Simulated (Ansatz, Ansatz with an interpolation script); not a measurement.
An input for Ansatz 0.2.0 (LiNbO3 (R3c)):

```yaml
crystal:
  lattice:
    - [2.5758, 1.48713882, 4.623]
    - [-2.5758, 1.48713882, 4.623]
    - [0.0, -2.97427765, 4.623]
  atoms:
    - { symbol: Li, position: [0.7185, 0.7185, 0.7185] }
    - { symbol: Li, position: [0.2185, 0.2185, 0.2185] }
    - { symbol: Nb, position: [0.999945, 0.999945, 0.999945] }
    - { symbol: Nb, position: [0.499945, 0.499945, 0.499945] }
    - { symbol: O, position: [0.28041, 0.64164, 0.88769] }
    - { symbol: O, position: [0.64164, 0.88769, 0.28041] }
    - { symbol: O, position: [0.88769, 0.28041, 0.64164] }
    - { symbol: O, position: [0.38769, 0.14164, 0.78041] }
    - { symbol: O, position: [0.78041, 0.38769, 0.14164] }
    - { symbol: O, position: [0.14164, 0.78041, 0.38769] }
kpoints:
  mp_grid: { grid: [4, 4, 4] }
hamiltonian:
  xc: lda
  pseudopotentials: { kind: paw, azcp: { folder: soft_1 }, xc_functional: pbe }
scf:
  occupations: { method: fixed }
  n_extra_bands: 56
output:
  wannier:
    kmesh: [4, 4, 4]
    projections: [{ species: Nb, l: d, shell: 4 }, { species: O, l: p, shell: 2 }]
    minimise: true
    write_hr: true
    seedname: w
    conv_tol: 1.0e-06
    max_iter: 20000
    stability_check: false
    disentanglement:
      window: [2.1, 17.83]
      frozen_window: [2.1, 13.4]
      conv_tol: 1.0e-08
```

```sh
ansatz run input.yaml --threads 3 --pin off --max-ram 92160MiB --backend cuda --events-out ev --progress --plain --runs-dir out --devices 1 --max-vram 13GiB
```

Question: How long will it take on 1 × NVIDIA H100 80GB HBM3 (shared by 6 runs) with 3 threads of AMD EPYC 7R13 (Zen 3), shared host, and how much memory?

It took 17 s; on shared hardware allow 8.7 s to 35 s. Peak host memory was 1.0 GiB.

[Paths, hosts, dates, memory and timing lines, banners, echoed tables and standing remarks are left out of the program output.]

[Logs are printed without paths, hosts, clocks, repeated set-up lines and the standing remarks that a program may print on its own settings, such as how far it seeks lower states.]

[Runs of the session that timed out or met a known fault of the program may be left out.]

[Hosts, paths, dates, database ids (printed as entryN), source tags and the programs' standing remarks are cut or masked in the printed files.]
